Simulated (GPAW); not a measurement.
**Core-hole calculation of the Ni K edge in BaNi2P2 (I4/mmm)**

What does one-electron theory with a core hole give for the Ni K edge of BaNi2P2 (I4/mmm)?

Calculated with GPAW 26.7.0; X-ray absorption from dipole matrix elements to empty bands, plane-wave PAW LDA.

Report form: the programs' logs are mostly left out.

### Step 1. Set-up

Symmetry: I4/mmm, No. 139, tetragonal system. The conventional cell has a = 3.909 Å, b = 3.909 Å, c = 12.082 Å, α = 90.00°, β = 90.00°, γ = 90.00°. Ba has 10 P at 3.38 to 4.10 Å and 8 Ni at 3.60 Å and 4 Ba at 3.91 Å nearest. Nearest to Ni lie 4 P at 2.23 Å and 4 Ni at 2.76 Å and 4 Ba at 3.60 Å. Nearest to P lie 4 Ni at 2.23 Å and 5 Ba at 3.38 to 4.10 Å and 9 P at 3.51 to 3.91 Å. Farther neighbours are not listed.

Coordinates:

```
Ba Ni P
1.0
    -1.95475    1.95475    6.04113
     1.95475   -1.95475    6.04113
     1.95475    1.95475   -6.04113
Ba Ni P
1 2 2
Cartesian
  0.0000 0.0000 0.0000
  1.9547 0.0000 3.0206
  0.0000 1.9547 3.0206
  0.0000 0.0000 4.0987
  0.0000 0.0000 7.9836
```

### Step 2. The field without a hole

The ground state comes first: it tells whether the system has a gap, which decides how the excited electron is treated.

scf.py reads:

```python
import numpy as np
from ase import Atoms
from ase.parallel import parprint, paropen
from gpaw import GPAW, PW, FermiDirac, Mixer, MixerDif, setup_paths
from gpaw.test import gen
setup_paths.insert(0, '.')
gen('Ni', name='nch1s', xcname='LDA', corehole=(1, 0, 0), write_xml=True)
from gpaw.mpi import world
world.barrier()

atoms = Atoms('BaNi2P2',
    cell=[[-1.95474694, 1.95474694, 6.04113016],
     [1.95474694, -1.95474694, 6.04113016],
     [1.95474694, 1.95474694, -6.04113016]],
    scaled_positions=[[0, 0, 0],
     [0.25, 0.75, 0.5],
     [0.75, 0.25, 0.5],
     [0.33922987, 0.33922987, 0],
     [0.66077013, 0.66077013, 0]],
    magmoms=[0.0, 2.0, 2.0, 0.0, 0.0],
    pbc=True)
atoms.calc = calc = GPAW(legacy_gpaw=True, mode=PW(430, force_complex_dtype=True), xc='LDA', setups={1: 'nch1s'},
    kpts={'size': (5, 5, 5), 'gamma': True}, occupations=FermiDirac(0.05),
    charge=0, mixer=MixerDif(0.05, 8, 50), maxiter=150,
    convergence={'density': 0.0001, 'eigenstates': 1e-6}, txt='scf.txt')
energy = atoms.get_potential_energy() + calc.get_reference_energy()
ef = calc.get_fermi_level()
out = dict(energy=energy, fermi=ef, forces=atoms.get_forces().tolist(), magmoms=atoms.get_magnetic_moments().tolist())
parprint(f'all-electron energy {energy:.4f} eV, Fermi level {ef:.4f} eV')
ev = np.array([[calc.get_eigenvalues(k, s) for k in range(len(calc.get_ibz_k_points()))] for s in range(calc.get_number_of_spins())])
out['homo'], out['lumo'], out['counts'] = ev[ev < ef].max(), ev[ev > ef].min(), sorted(set((ev < ef).sum((0, 2)).tolist()))
out['filled'] = (ev[:, 0] < ef).sum(1).tolist()
import json
with paropen('out.json', 'w') as f:
    json.dump(out, f)
```

Started as:

```
$ OMP_NUM_THREADS=1 mpirun -n 2 gpaw python scf.py
```

Run time: 40 s. Hardware: 2 MPI ranks of Arm Neoverse V2, shared host; peak memory 0.4 GiB; 80 s of CPU time.

The mesh shows no gap, so the system is treated as a metal and the core electron is put at the Fermi level (neutral cell).

### Step 3. Reference energy of the supercell

The photon energy needs a difference of total energies, so the cell and mesh of the coming hole run are first run without a hole.

scf.py, as its differences from that of step 2:

```diff
@@ -10,15 +10,20 @@
 
-atoms = Atoms('BaNi2P2',
-    cell=[[-1.95474694, 1.95474694, 6.04113016],
-     [1.95474694, -1.95474694, 6.04113016],
-     [1.95474694, 1.95474694, -6.04113016]],
+atoms = Atoms('Ba2Ni4P4',
+    cell=[[3.90949388, -3.90949388, 0],
+     [3.90949388, 3.90949388, 0],
+     [-1.95474694, 1.95474694, 6.04113016]],
     scaled_positions=[[0, 0, 0],
-     [0.25, 0.75, 0.5],
-     [0.75, 0.25, 0.5],
-     [0.33922987, 0.33922987, 0],
-     [0.66077013, 0.66077013, 0]],
-    magmoms=[0.0, 2.0, 2.0, 0.0, 0.0],
+     [0.5, 0.5, 0],
+     [0.5, 0.25, 0.5],
+     [0, 0.75, 0.5],
+     [0, 0.25, 0.5],
+     [0.5, 0.75, 0.5],
+     [0.33922987, 0, 0.67845974],
+     [0.83922987, 0.5, 0.67845974],
+     [0.66077013, 0, 0.32154026],
+     [0.16077013, 0.5, 0.32154026]],
+    magmoms=[0.0, 0.0, 2.0, 2.0, 2.0, 2.0, 0.0, 0.0, 0.0, 0.0],
     pbc=True)
-atoms.calc = calc = GPAW(legacy_gpaw=True, mode=PW(430, force_complex_dtype=True), xc='LDA', setups={1: 'nch1s'},
-    kpts={'size': (5, 5, 5), 'gamma': True}, occupations=FermiDirac(0.05),
+atoms.calc = calc = GPAW(legacy_gpaw=True, mode=PW(430, force_complex_dtype=True), xc='LDA', setups={2: 'nch1s'},
+    kpts={'size': (3, 3, 3), 'gamma': True}, occupations=FermiDirac(0.1),
     charge=0, mixer=MixerDif(0.05, 8, 50), maxiter=150,
```

The job ended after 80 s (2 MPI ranks; peak memory 0.38 GiB).

Reference energy: -644578.837 eV with the cores included.

### Step 4. Spectrum with XCH, Ni atom 2

The holes are 5.5 Å apart. In GPAW the data set carries the hole's charge, so charge=0 means a charged cell and charge=-1 a neutral one. The excited electron is kept in the cell, where it fills the lowest empty states and screens the hole. After the field has converged, empty bands are computed with the density fixed and the dipole matrix elements are summed.

The absorber has 4 P at 2.23 Å and 4 Ni at 2.76 Å (8-fold, site symmetry -4m2).

xas.py reads:

```python
import numpy as np
from ase import Atoms
from ase.parallel import parprint, paropen
from gpaw import GPAW, PW, FermiDirac, Mixer, MixerDif, setup_paths
from gpaw.test import gen
setup_paths.insert(0, '.')
gen('Ni', name='fch1s', xcname='LDA', corehole=(1, 0, 1), write_xml=True)
from gpaw.mpi import world
world.barrier()

atoms = Atoms('Ba2Ni4P4',
    cell=[[3.90949388, -3.90949388, 0],
     [3.90949388, 3.90949388, 0],
     [-1.95474694, 1.95474694, 6.04113016]],
    scaled_positions=[[0, 0, 0],
     [0.5, 0.5, 0],
     [0.5, 0.25, 0.5],
     [0, 0.75, 0.5],
     [0, 0.25, 0.5],
     [0.5, 0.75, 0.5],
     [0.33922987, 0, 0.67845974],
     [0.83922987, 0.5, 0.67845974],
     [0.66077013, 0, 0.32154026],
     [0.16077013, 0.5, 0.32154026]],
    magmoms=[0.0, 0.0, 2.0, 2.0, 2.0, 2.0, 0.0, 0.0, 0.0, 0.0],
    pbc=True)
atoms.calc = calc = GPAW(legacy_gpaw=True, mode=PW(430, force_complex_dtype=True), xc='LDA', setups={2: 'fch1s'},
    kpts={'size': (3, 3, 3), 'gamma': True}, occupations=FermiDirac(0.1),
    charge=-1, mixer=MixerDif(0.05, 8, 50), maxiter=150,
    convergence={'density': 0.0001, 'eigenstates': 1e-6}, txt='scf.txt')
energy = atoms.get_potential_energy() + calc.get_reference_energy()
ef = calc.get_fermi_level()
out = dict(energy=energy, fermi=ef, forces=atoms.get_forces().tolist(), magmoms=atoms.get_magnetic_moments().tolist())
parprint(f'all-electron energy {energy:.4f} eV, Fermi level {ef:.4f} eV')
ev = np.array([[calc.get_eigenvalues(k, s) for k in range(len(calc.get_ibz_k_points()))] for s in range(calc.get_number_of_spins())])
out['homo'], out['lumo'], out['counts'] = ev[ev < ef].max(), ev[ev > ef].min(), sorted(set((ev < ef).sum((0, 2)).tolist()))
out['filled'] = (ev[:, 0] < ef).sum(1).tolist()

from ase.units import Ha
from gpaw.xas import dipole_matrix_elements
nb = int(calc.get_number_of_electrons() / 2) + 133
top, nb = nb, nb + 8 + nb // 12
nscf = calc.fixed_density(kpts={'size': (4, 3, 4), 'gamma': True}, nbands=nb,
    convergence={'bands': top, 'eigenstates': 1e-5}, maxiter=60, txt='nscf.txt')
cell = atoms.cell.array
ops = [cell.T @ U.T @ np.linalg.inv(cell.T) for U in nscf.wfs.kd.symmetry.op_scc]
E = np.arange(-6, 34, 0.1)
fwhm = np.interp(E, [4, 25], [1.44, 3.5])
Y, X, zero, highest = 0, 0, 1e9, 1e9
for spin in range(nscf.get_number_of_spins()):
    wfs = nscf.wfs
    A = dipole_matrix_elements(wfs.setups[2])
    eps = np.zeros((wfs.kd.nibzkpts, nb))
    d = np.zeros((3, A.shape[1], wfs.kd.nibzkpts, nb), complex)
    for kpt in wfs.kpt_u:
        if kpt.s == spin and 2 in kpt.P_ani:
            eps[kpt.k] = kpt.eps_n * Ha
            d[:, :, kpt.k] = (kpt.weight * wfs.nspins / 2) ** 0.5 * np.inner(A, kpt.P_ani[2])
    world.sum(eps)
    world.sum(d)
    T = np.einsum('amkn,bmkn->abkn', d, d.conj()).real
    T = sum(np.einsum('ai,ijkn,bj->abkn', R, T, R) for R in ops) / len(ops)
    empty = eps > ef
    zero, highest = min(zero, eps[empty].min()), min(highest, eps[:, top - 1].min())
    lines = [(eps, T, empty)] if spin == 0 else lines + [(eps, T, empty)]
for eps, T, empty in lines:
    f = np.einsum('aakn->akn', T).reshape(3, -1)
    x = eps.ravel() - zero
    w = np.interp(x, E, fwhm) / 2.35482
    g = np.exp(-0.5 * ((E[:, None] - x) / w) ** 2) / (w * (2 * np.pi) ** 0.5)
    Y = Y + (f * empty.ravel()) @ g.T
    X = X + (f * ~empty.ravel()) @ g.T
out.update(E=E.round(2).tolist(), xas=Y.tolist(), xes=X.tolist(), zero=zero, valid=highest - zero, nk=len(eps), nb=nb)
for i in range(0, len(E), 10):
    parprint(f'{E[i]:7.2f}', *(f'{v:10.3e}' for v in Y[:, i]))
import json
with paropen('out.json', 'w') as f:
    json.dump(out, f)
```

Started as:

```
$ OMP_NUM_THREADS=1 mpirun -n 2 gpaw python xas.py
```

Wall time 6.2 min (2 MPI ranks); peak memory 0.73 GiB; 12 min of CPU time.

The Ni K spectrum, Ni atom 2, excited-electron core hole (neutral cell) (energy from the lowest empty level; intensity scaled to a mean of 1 over the first 20 eV; polarised curves are means over the symmetry-equivalent atoms):

| E (eV) | isotropic | ε ⊥ c | ε ∥ c |
| --- | --- | --- | --- |
| -2.0 | 0.00 | 0.00 | 0.00 |
| -1.4 | 0.01 | 0.01 | 0.01 |
| -0.8 | 0.07 | 0.05 | 0.11 |
| -0.2 | 0.23 | 0.16 | 0.36 |
| 0.4 | 0.37 | 0.29 | 0.53 |
| 1.0 | 0.34 | 0.30 | 0.42 |
| 1.6 | 0.24 | 0.23 | 0.27 |
| 2.2 | 0.22 | 0.18 | 0.29 |
| 2.8 | 0.35 | 0.28 | 0.50 |
| 3.4 | 0.60 | 0.55 | 0.70 |
| 4.0 | 0.79 | 0.82 | 0.75 |
| 4.6 | 0.82 | 0.87 | 0.71 |
| 5.2 | 0.75 | 0.74 | 0.79 |
| 5.8 | 0.83 | 0.70 | 1.07 |
| 6.4 | 1.06 | 0.89 | 1.39 |
| 7.0 | 1.29 | 1.15 | 1.57 |
| 7.6 | 1.40 | 1.33 | 1.54 |
| 8.2 | 1.39 | 1.38 | 1.41 |
| 8.8 | 1.33 | 1.36 | 1.29 |
| 9.4 | 1.24 | 1.28 | 1.16 |
| 10.0 | 1.14 | 1.21 | 1.01 |
| 10.6 | 1.08 | 1.18 | 0.87 |
| 11.2 | 1.06 | 1.20 | 0.78 |
| 11.8 | 1.09 | 1.23 | 0.82 |
| 12.4 | 1.13 | 1.22 | 0.96 |
| 13.0 | 1.19 | 1.21 | 1.15 |
| 13.6 | 1.26 | 1.22 | 1.33 |
| 14.2 | 1.30 | 1.24 | 1.43 |
| 14.8 | 1.28 | 1.22 | 1.40 |
| 15.4 | 1.21 | 1.17 | 1.28 |
| 16.0 | 1.15 | 1.13 | 1.18 |
| 16.6 | 1.13 | 1.13 | 1.14 |
| 17.2 | 1.16 | 1.16 | 1.17 |
| 17.8 | 1.20 | 1.17 | 1.25 |
| 18.4 | 1.22 | 1.16 | 1.32 |
| 19.0 | 1.21 | 1.14 | 1.35 |
| 19.6 | 1.20 | 1.12 | 1.36 |
| 20.2 | 1.20 | 1.13 | 1.35 |
| 20.8 | 1.22 | 1.16 | 1.35 |
| 21.4 | 1.25 | 1.20 | 1.35 |
| 22.0 | 1.28 | 1.24 | 1.34 |
| 22.6 | 1.29 | 1.28 | 1.32 |
| 23.2 | 1.29 | 1.30 | 1.28 |
| 23.8 | 1.27 | 1.29 | 1.23 |
| 24.4 | 1.24 | 1.27 | 1.18 |
| 25.0 | 1.21 | 1.24 | 1.14 |
| 25.6 | 1.19 | 1.22 | 1.12 |
| 26.2 | 1.18 | 1.22 | 1.11 |
| 26.8 | 1.20 | 1.24 | 1.11 |
| 27.4 | 1.24 | 1.29 | 1.12 |
| 28.0 | 1.28 | 1.36 | 1.12 |
| 28.6 | 1.32 | 1.43 | 1.11 |
| 29.2 | 1.35 | 1.48 | 1.10 |
| 29.8 | 1.35 | 1.49 | 1.08 |
| 30.4 | 1.32 | 1.45 | 1.07 |
| 31.0 | 1.26 | 1.36 | 1.07 |
| 31.6 | 1.19 | 1.25 | 1.08 |

Main maxima below 30 eV (height): 0.6 eV (0.38), 4.4 eV (0.83), 7.8 eV (1.41), 14.3 eV (1.30), 22.9 eV (1.29) and 29.5 eV (1.36). A K edge sees empty p states, which here mix into the lowest empty bands, so that weight starts at the zero.

The total-energy difference is 8312.07 eV. The tabulated edge of the element is 8333 eV. The functional leaves an error in such absolute values: in the free atom LDA prices this hole 17.6 eV below PBE (computed apart), and PBE is itself good to a few eV.

### Step 5. Results

```
absorber and edge                                    : Ni K, atom 2 of the ground-state input (counted from 1)
surroundings                                         : 4 P at 2.23 Å and 4 Ni at 2.76 Å (8-fold, site symmetry -4m2)
highest intensity below 24 eV                        : 7.8 eV above the zero, height 1.41
photon energy of the zero (spin-polarised hole, raw) : 8312.1 eV (LDA puts this hole about 18 eV below PBE, itself good to a few eV)
```

**Reading.** The Ni K edge of atom 2, with 4 P at 2.23 Å and 4 Ni at 2.76 Å (8-fold, site symmetry -4m2), has its highest intensity of the first 24 eV at 7.8 eV above the zero, near 8320 eV in photon energy (LDA puts this hole about 18 eV below PBE, itself good to a few eV), 1.4 times the mean level of the first 20 eV (Gaussian full width 1.44 eV up to 4 eV, rising linearly to 3.5 eV at 25 eV). At the Ni K edge of atom 2 polarisation matters most near 6.4 eV, where the curves differ by 0.5 on this scale. The strongest dipole feature below the main edge lies at 0.6 eV (height 0.38); the site lacks an inversion centre, which allows local p–d mixing besides the mixing with the neighbours' empty states; the run doesn't separate the two. The hole lies in one spin channel, while the script sums the empty states of both and takes the lower zero; where the two channels are split, this blurs and shifts the curve. Quadrupole 1s→3d transitions, which feed the pre-edge, are not in the dipole spectrum. The starting moments shrank to 0.00 μB or less, so this is hardly a magnetic state. The holes are only 5.5 Å apart, so the shape is probably not converged with cell size; no larger cell was run here. The mesh is coarse (0.38 Å⁻¹ between points), so small maxima may be mesh ripples. Lifetime broadening is put in by hand, and intensities beyond about 20 eV depend on it and on the partial waves. The structure is a computed Materials Project entry and may be a hypothetical form.

[Logs are printed without paths, hosts, clocks, repeated set-up lines and the standing remarks that a program may print on its own settings, such as how far it seeks lower states.]

[Hosts, paths, dates, database ids (printed as entryN), source tags and the programs' standing remarks are cut or masked in the printed files.]

[Lists of maxima count a maximum above −3 eV only where it reaches 4 % of the highest in the window and stands out from its surroundings by 2 % of it (1.5 % where it reaches 55 %); shoulders and weaker maxima are passed over, and of the rest the first, up to two pre-edge ones and the few strongest are named.]
